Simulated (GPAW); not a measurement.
**Collinear magnetic orders of WSe227 V2 d3p28 with GPAW**

Does WSe227 V2 d3p28 prefer parallel or opposed moments, or none?

Calculated with GPAW 26.7.0; PBE; plane waves with GPAW's PAW setups, scalar-relativistic.

### 1. The starting structure

The cell holds 27 atoms: 2 V, 18 Se and 7 W. Its edges and angles: a = 9.846 Å, b = 9.846 Å, c = 16.340 Å, α = 90.0°, β = 90.0°, γ = 120.0°. substitutional dopants on the host's lattice, its constants typed without a cited source, atoms not relaxed. Vacuum lies along c.

### 2. Order 1, typed as ferro ++

Parallel moments need no larger cell; this start tests for a ferromagnetic state only.

File order1.py:

```python
import json
import numpy as np
from ase import Atoms
from ase.parallel import paropen, parprint
from gpaw import GPAW

atoms = Atoms(['V', 'Se', 'Se', 'V', 'Se', 'Se', 'W', 'Se', 'Se', 'W', 'Se', 'Se', 'W', 'Se', 'Se', 'W', 'Se', 'Se', 'W', 'Se', 'Se', 'W', 'Se', 'Se', 'W', 'Se', 'Se'],
    cell=[[9.846, 0.0, 0.0],
         [-4.923, 8.526886, 0.0],
         [0.0, -0.0, 16.34]],
    scaled_positions=[[0.0, 0.0, 0.5],
         [0.222222, 0.111111, 0.602203],
         [0.222222, 0.111111, 0.397797],
         [0.0, 0.333333, 0.5],
         [0.222222, 0.444444, 0.602203],
         [0.222222, 0.444444, 0.397797],
         [0.0, 0.666667, 0.5],
         [0.222222, 0.777778, 0.602203],
         [0.222222, 0.777778, 0.397797],
         [0.333333, 0.0, 0.5],
         [0.555556, 0.111111, 0.602203],
         [0.555556, 0.111111, 0.397797],
         [0.333333, 0.333333, 0.5],
         [0.555556, 0.444444, 0.602203],
         [0.555556, 0.444444, 0.397797],
         [0.333333, 0.666667, 0.5],
         [0.555556, 0.777778, 0.602203],
         [0.555556, 0.777778, 0.397797],
         [0.666667, 0.0, 0.5],
         [0.888889, 0.111111, 0.602203],
         [0.888889, 0.111111, 0.397797],
         [0.666667, 0.333333, 0.5],
         [0.888889, 0.444444, 0.602203],
         [0.888889, 0.444444, 0.397797],
         [0.666667, 0.666667, 0.5],
         [0.888889, 0.777778, 0.602203],
         [0.888889, 0.777778, 0.397797]],
    pbc=True,
    magmoms=[2.0, 0.0, 0.0, 2.0, 0.0, 0.0, 0.0, 0.0, 0.0, 0.0, 0.0, 0.0, 0.0, 0.0, 0.0, 0.0, 0.0, 0.0, 0.0, 0.0, 0.0, 0.0, 0.0, 0.0, 0.0, 0.0, 0.0])
atoms.calc = GPAW(mode={'name': 'pw', 'ecut': 450},
    xc='PBE',
    kpts={'size': (3, 3, 1), 'gamma': True},
    occupations={'name': 'fermi-dirac', 'width': 0.05},
    convergence={'density': 1e-05, 'energy': 1e-05},
    maxiter=200,
    mixer={'name': 'pulay', 'beta': 0.05, 'nmaxold': 6, 'weight': 50},
    symmetry={'tolerance': 1e-4},
    txt='order1.txt')
e = atoms.get_potential_energy(force_consistent=True)
res = {'free_energy': e, 'energy_sigma0': atoms.get_potential_energy(), 'fermi_energy': atoms.calc.get_fermi_level()}
res['moments'] = atoms.get_magnetic_moments().tolist()
res['total'] = atoms.get_magnetic_moment()
parprint('site moments (muB):', np.round(res['moments'], 3))
parprint(f"total moment: {res['total']:.3f} muB")
parprint(f'free energy: {e:.6f} eV')
atoms.calc.write('order1.gpw')
with paropen('results.json', 'w') as f:
    json.dump(res, f)
```

The run is started by

```bash
$ OMP_NUM_THREADS=1 mpirun -n 4 gpaw python order1.py > order1.log
```

Numbers of over 12 decimals in the logs are rounded to 6 here.

The program printed:

```text
site moments (muB): [ 0.494 -0.002 -0.002  0.494 -0.002 -0.002  0.028  0.006  0.006  0.015
  0.001  0.001  0.102 -0.002 -0.002  0.015  0.001  0.001  0.01  -0.014
 -0.014  0.016 -0.007 -0.007  0.016 -0.007 -0.007]
total moment: 1.445 muB
free energy: -176.157378 eV

--- order1.txt ---
Input parameters:
  mode=PW(ecut=450),
  convergence={'density': 1e-05, 'energy': 1e-05},
  kpts=MonkhorstPack(size=(3, 3, 1), gamma=True),
  maxiter=200,
  mixer=Pulay(name='pulay', nmaxold=6, beta=0.05, weight=50, sigma=0.015, g_ss=None),
  occupations=Occupations(name='fermi-dirac', width=0.05),
  symmetry=Symmetry(tolerance=0.0001),
  xc=XC(name='PBE')

Diagonalizing LCAO Hamiltonian
Converting LCAO to pw mode

                Se      Se      Se

           W      Se      Se      Se

             V  Se  Se  Se  Se  Se  Se

               V  Se   W  Se   W  Se

                    Se      Se      Se

Atoms  # Å, Bohr magnetons
|    | symbol |         x |        y |        z |    initial magnetic moments |
|----|--------|-----------|----------|----------|-----------------------------|
|  0 |      V |  0.000000 | 0.000000 | 8.170000 | ( 0.0000,  0.0000,  2.0000) |
|  1 |     Se |  1.640998 | 0.947431 | 9.839997 | ( 0.0000,  0.0000,  0.0000) |
|  2 |     Se |  1.640998 | 0.947431 | 6.500003 | ( 0.0000,  0.0000,  0.0000) |
|  3 |      V | -1.640998 | 2.842292 | 8.170000 | ( 0.0000,  0.0000,  2.0000) |
|  4 |     Se | -0.000000 | 3.789723 | 9.839997 | ( 0.0000,  0.0000,  0.0000) |
|  5 |     Se | -0.000000 | 3.789723 | 6.500003 | ( 0.0000,  0.0000,  0.0000) |
|  6 |      W | -3.282002 | 5.684594 | 8.170000 | ( 0.0000,  0.0000,  0.0000) |
|  7 |     Se | -1.641003 | 6.632024 | 9.839997 | ( 0.0000,  0.0000,  0.0000) |
|  8 |     Se | -1.641003 | 6.632024 | 6.500003 | ( 0.0000,  0.0000,  0.0000) |
|  9 |      W |  3.281997 | 0.000000 | 8.170000 | ( 0.0000,  0.0000,  0.0000) |
| 10 |     Se |  4.923005 | 0.947431 | 9.839997 | ( 0.0000,  0.0000,  0.0000) |
| 11 |     Se |  4.923005 | 0.947431 | 6.500003 | ( 0.0000,  0.0000,  0.0000) |
| 12 |      W |  1.640998 | 2.842292 | 8.170000 | ( 0.0000,  0.0000,  0.0000) |
| 13 |     Se |  3.282007 | 3.789723 | 9.839997 | ( 0.0000,  0.0000,  0.0000) |
| 14 |     Se |  3.282007 | 3.789723 | 6.500003 | ( 0.0000,  0.0000,  0.0000) |
| 15 |      W | -0.000005 | 5.684594 | 8.170000 | ( 0.0000,  0.0000,  0.0000) |
| 16 |     Se |  1.641003 | 6.632024 | 9.839997 | ( 0.0000,  0.0000,  0.0000) |
| 17 |     Se |  1.641003 | 6.632024 | 6.500003 | ( 0.0000,  0.0000,  0.0000) |
| 18 |      W |  6.564003 | 0.000000 | 8.170000 | ( 0.0000,  0.0000,  0.0000) |
| 19 |     Se |  8.205002 | 0.947431 | 9.839997 | ( 0.0000,  0.0000,  0.0000) |
| 20 |     Se |  8.205002 | 0.947431 | 6.500003 | ( 0.0000,  0.0000,  0.0000) |
| 21 |      W |  4.923005 | 2.842292 | 8.170000 | ( 0.0000,  0.0000,  0.0000) |
| 22 |     Se |  6.564003 | 3.789723 | 9.839997 | ( 0.0000,  0.0000,  0.0000) |
| 23 |     Se |  6.564003 | 3.789723 | 6.500003 | ( 0.0000,  0.0000,  0.0000) |
| 24 |      W |  3.282002 | 5.684594 | 8.170000 | ( 0.0000,  0.0000,  0.0000) |
| 25 |     Se |  4.923000 | 6.632024 | 9.839997 | ( 0.0000,  0.0000,  0.0000) |
| 26 |     Se |  4.923000 | 6.632024 | 6.500003 | ( 0.0000,  0.0000,  0.0000) |

Unit cell  # Å
| periodic |         x |         y |         z |   lengths |     angles |
|----------|-----------|-----------|-----------|-----------|------------|
|      yes |  9.846000 |  0.000000 |  0.000000 |  9.846000 |  90.000000 |
|      yes | -4.923000 |  8.526886 |  0.000000 |  9.846000 |  90.000000 |
|      yes |  0.000000 | -0.000000 | 16.340000 | 16.340000 | 120.000000 |

Number of symmetries: 2

BZ-sampling:
  Number of BZ points: 9
  Number of IBZ points: 5

  Monkhorst-Pack size: [3, 3, 1]
  Monkhorst-Pack shift: [0, 0, 0]

K-points  # in reciprocal-cell coordinates
|   |                                coordinates |     weight |
|---|--------------------------------------------|------------|
| 0 | (  0.00000000,   0.00000000,   0.00000000) | 0.11111111 |
| 1 | (  0.00000000,   0.33333333,   0.00000000) | 0.22222222 |
| 2 | (  0.33333333,  -0.33333333,   0.00000000) | 0.22222222 |
| 3 | (  0.33333333,   0.00000000,   0.00000000) | 0.22222222 |
| 4 | (  0.33333333,   0.33333333,   0.00000000) | 0.22222222 |

Plane wave coefficients: 29763
Cutoff: 450.000000 eV

Spin-components: 2 (collinear spins)
Bands:           146
Projectors:      144
Spin-degeneracy: 1
Datatype:        complex128

Parallelization:
  kpt:    2
  domain: 2
  band:   1

Density:
  Valence electrons: 232.0
  Components: 2
  Grid points: [49 49 80]
  Charge: 0.0  # |e|

Potential:
  Grid points: [49 49 80]

species:
  V:
    name:    Vanadium
    Z:       23.0
    valence: 13
    core:    10
    charge:  0.0  # [|e|]
    compensation charges:
      type: gauss
      rc: 0.37  # [Å]
      lmax: 2
    cutoffs:
      filter: 2.14  # [Å]
      core: 0.96  # [Å]
    projectors
    | kind |    occ | energy [eV] | rcut [Å] |
    |------|--------|-------------|----------|
    |   3s |  2.000 |     -70.222 |    1.254 |
    |   4s |  2.000 |      -4.702 |    1.254 |
    |   3p |  6.000 |     -44.043 |    1.281 |
    |   4p |  0.000 |      -1.444 |    1.281 |
    |   3d |  3.000 |      -5.164 |    1.169 |
    |    d |        |      22.047 |    1.169 |

    Using partial waves for V as LCAO basis

  Se:
    name:    Selenium
    Z:       34.0
    valence: 6
    core:    28
    charge:  0.0  # [|e|]
    compensation charges:
      type: gauss
      rc: 0.27  # [Å]
      lmax: 2
    cutoffs:
      filter: 1.77  # [Å]
      core: 2.67  # [Å]
    projectors
    | kind |    occ | energy [eV] | rcut [Å] |
    |------|--------|-------------|----------|
    |   4s |  2.000 |     -17.277 |    0.847 |
    |   4p |  4.000 |      -6.512 |    1.005 |
    |    s |        |       9.935 |    0.847 |
    |    p |        |      20.699 |    1.005 |
    |    d |        |       0.000 |    0.847 |

    Using partial waves for Se as LCAO basis

  W:
    name:    Tungsten
    Z:       74.0
    valence: 14
    core:    60
    charge:  0.0  # [|e|]
    compensation charges:
      type: gauss
      rc: 0.40  # [Å]
      lmax: 2
    cutoffs:
      filter: 2.36  # [Å]
      core: 3.02  # [Å]
    projectors
    | kind |    occ | energy [eV] | rcut [Å] |
    |------|--------|-------------|----------|
    |   5s |  2.000 |     -78.830 |    1.344 |
    |   6s |  2.000 |      -5.697 |    1.344 |
    |   5p |  6.000 |     -43.233 |    1.355 |
    |   6p |  0.000 |      -1.367 |    1.355 |
    |   5d |  4.000 |      -4.494 |    1.228 |
    |    d |        |      22.717 |    1.228 |

    Using partial waves for W as LCAO basis

Reference energy: -4312906.271060  # eV

eigensolver:
  PPCG
  Converge bands: occupied
  niter=2

density mixing:
  Pulay-Mixer
  Linear mixing parameters: 0.05
  Old densities: 6
  Fourier metric: weight=50, sigma=0.015

occupation numbers:
  Fermi-Dirac:
    width: 0.0500  # eV

poisson solver:
  ecut: 3600.000000  # eV

xc functional:
  name: PBE with 2 nearest neighbor stencil

convergence criteria:
- Maximum integral of absolute [dens]ity change: 1e-05 electrons / valence electron
- Maximum [total energy] change in last 3 cyles: 1e-05 eV / valence electron
- Maximum integral of absolute [eigenst]ate change: 4e-08 eV^2 / valence electron
maximum number of iterations: 200

SCF iterations
|iter     |      energy | eigst |  dens |  magmom |
|---------|-------------|-------|-------|---------|
|iter:   1|       0s | -178.093562 | +0.40 |       |  +4.0021|
|iter:   2|      34s | -177.611966 | -0.87 | -1.12 |  +3.8963|
|iter:   3|      67s | -177.172824 | -1.71 | -1.19 |  +3.7730|
|iter:   4|     100s | -175.975706 | -1.13 | -1.22 |  +3.1147|
|iter:   5|     133s | -175.957579 | -1.88 | -1.46 |  +2.8375|
|iter:   6|     166s | -175.991515 | -2.60 | -1.57 |  +2.5444|
|iter:   7|     199s | -176.080450 | -2.56 | -1.71 |  +2.0349|
|iter:   8|     233s | -176.080148 | -2.90 | -2.05 |  +1.9271|
|iter:   9|     267s | -176.081626c| -2.93 | -2.18 |  +1.8446|
|iter:  10|     300s | -176.082873 | -3.94 | -2.33 |  +1.8266|
[... 19 iterations left out ...]
|iter:  30|    1013s | -176.118009c| -6.84 | -4.16 |  +1.4505|
|iter:  31|    1030s | -176.117998c| -7.64c| -4.33 |  +1.4500|
|iter:  32|    1048s | -176.117986c| -7.56c| -4.37 |  +1.4494|
|iter:  33|    1082s | -176.117960c| -7.31 | -4.41 |  +1.4481|
|iter:  34|    1100s | -176.117944c| -7.90c| -4.53 |  +1.4473|
|iter:  35|    1120s | -176.117929c| -7.75c| -4.60 |  +1.4465|
|iter:  36|    1139s | -176.117910c| -7.47c| -4.70 |  +1.4454|
|iter:  37|    1158s | -176.117909c| -7.68c| -4.94 |  +1.4453|
|iter:  38|    1177s | -176.117903c| -7.77c| -4.98 |  +1.4451|
|iter:  39|    1195s | -176.117902c| -7.79c| -5.05c|  +1.4450|

Converged in 39 steps
Energy contributions relative to reference atoms: (reference = -4312906.271060)

Energy contributions:
  Kinetic:         195.523839
  Coulomb:        -200.398604
  Zero:             -0.755961
  External:          0.000000
  Xc:             -170.447699
  Entropy:          -0.078953
  Spinorbit:         0.000000
  ----------------------------
  Free energy:    -176.157378
  Extrapolated:   -176.117902

dipole moment: (2.990486, -106.334336, 0.001198)  # |e|*Ang

Total magnetic moment: (0.000000, 0.000000, 1.444977)

Local magnetic moments
|        x |        y |         z |
|----------|----------|-----------|
| 0.000000 | 0.000000 |  0.493997 |  # V    0
| 0.000000 | 0.000000 | -0.001761 |  # Se   1
| 0.000000 | 0.000000 | -0.001761 |  # Se   2
| 0.000000 | 0.000000 |  0.494073 |  # V    3
| 0.000000 | 0.000000 | -0.001768 |  # Se   4
| 0.000000 | 0.000000 | -0.001768 |  # Se   5
| 0.000000 | 0.000000 |  0.027514 |  # W    6
| 0.000000 | 0.000000 |  0.006161 |  # Se   7
| 0.000000 | 0.000000 |  0.006161 |  # Se   8
| 0.000000 | 0.000000 |  0.015003 |  # W    9
| 0.000000 | 0.000000 |  0.001355 |  # Se  10
| 0.000000 | 0.000000 |  0.001355 |  # Se  11
| 0.000000 | 0.000000 |  0.101889 |  # W   12
| 0.000000 | 0.000000 | -0.001601 |  # Se  13
| 0.000000 | 0.000000 | -0.001601 |  # Se  14
| 0.000000 | 0.000000 |  0.015015 |  # W   15
| 0.000000 | 0.000000 |  0.001355 |  # Se  16
| 0.000000 | 0.000000 |  0.001355 |  # Se  17
| 0.000000 | 0.000000 |  0.010377 |  # W   18
| 0.000000 | 0.000000 | -0.013952 |  # Se  19
| 0.000000 | 0.000000 | -0.013952 |  # Se  20
| 0.000000 | 0.000000 |  0.016309 |  # W   21
| 0.000000 | 0.000000 | -0.007126 |  # Se  22
| 0.000000 | 0.000000 | -0.007126 |  # Se  23
| 0.000000 | 0.000000 |  0.016299 |  # W   24
| 0.000000 | 0.000000 | -0.007135 |  # Se  25
| 0.000000 | 0.000000 | -0.007135 |  # Se  26

Fermi level: 0.038
Eigenvalues  # (at kpt = [0.000, 0.000, 0.000])
| band index |      eig [eV] | occ [0-1] |      eig [eV] | occ [0-1] |
|------------|---------------|-----------|---------------|-----------|
|          0 |       -73.861 |     1.000 |       -73.810 |     1.000 |
|        ... |               |           |               |           |
|        107 |        -0.977 |     1.000 |        -0.890 |     1.000 |
|        108 |        -0.910 |     1.000 |        -0.780 |     1.000 |
|        109 |        -0.843 |     1.000 |        -0.765 |     1.000 |
|        110 |        -0.843 |     1.000 |        -0.745 |     1.000 |
|        111 |        -0.810 |     1.000 |        -0.732 |     1.000 |
|        112 |        -0.795 |     1.000 |        -0.634 |     1.000 |
|        113 |        -0.727 |     1.000 |        -0.564 |     1.000 |
|        114 |        -0.193 |     0.990 |         0.041 |     0.485 |
|        115 |         0.141 |     0.113 |         0.315 |     0.004 |
|        116 |         0.176 |     0.060 |         0.375 |     0.001 |
|        117 |         1.295 |     0.000 |         1.786 |     0.000 |
|        118 |         1.556 |     0.000 |         1.805 |     0.000 |
|        119 |         1.770 |     0.000 |         2.090 |     0.000 |
|        120 |         1.881 |     0.000 |         2.096 |     0.000 |
|        121 |         1.904 |     0.000 |         2.123 |     0.000 |
|        ... |               |           |               |           |
|        145 |         3.817 |     0.000 |         3.856 |     0.000 |

No gap
No difference between direct/indirect transitions
```

Run time: 21 min. Hardware: 4 MPI ranks of Arm Neoverse V1, shared host; peak memory 2.7 GiB.

Spin moment in the augmentation sphere by element, in μB:

```
element  atoms    mean  spread (r.m.s.)   least  largest
      V      2   0.494            0.000   0.494    0.494
     Se     18  -0.003            0.006  -0.014    0.006
      W      7   0.029            0.030   0.010    0.102
```

The atoms farthest from the mean of their element:

```
atom       x, y, z (Å)  spin moment in the augmentation sphere (μB)
 W13  1.64, 2.84, 8.17                                        0.102
 W19  6.56, 0.00, 8.17                                        0.010
 W10  3.28, 0.00, 8.17                                        0.015
 W16  0.00, 5.68, 8.17                                        0.015
 W25  3.28, 5.68, 8.17                                        0.016
 W22  4.92, 2.84, 8.17                                        0.016
Se21  8.21, 0.95, 6.50                                       -0.014
Se20  8.21, 0.95, 9.84                                       -0.014
```

Numbers from this step:

| Item | Value |
| --- | --- |
| magnetization | 1.445 μB |
| final state | ferromagnetic |

After 39 cycles the largest moment stands at 0.494 μB.

(Continued in part 2 of 2.)

[Logs and program files are shortened in this print: banners, set-up blocks, solver, clock and traceback lines can be left out without a mark of their own.]

[Logs are printed without paths, hosts, clocks, repeated set-up lines and the standing remarks that a program may print on its own settings, such as how far it seeks lower states.]

[Hosts, paths, dates, database ids (printed as entryN), source tags and the programs' standing remarks are cut or masked in the printed files.]

[Where a cell is said to come from a database of computed structures, the database is the Materials Project.]
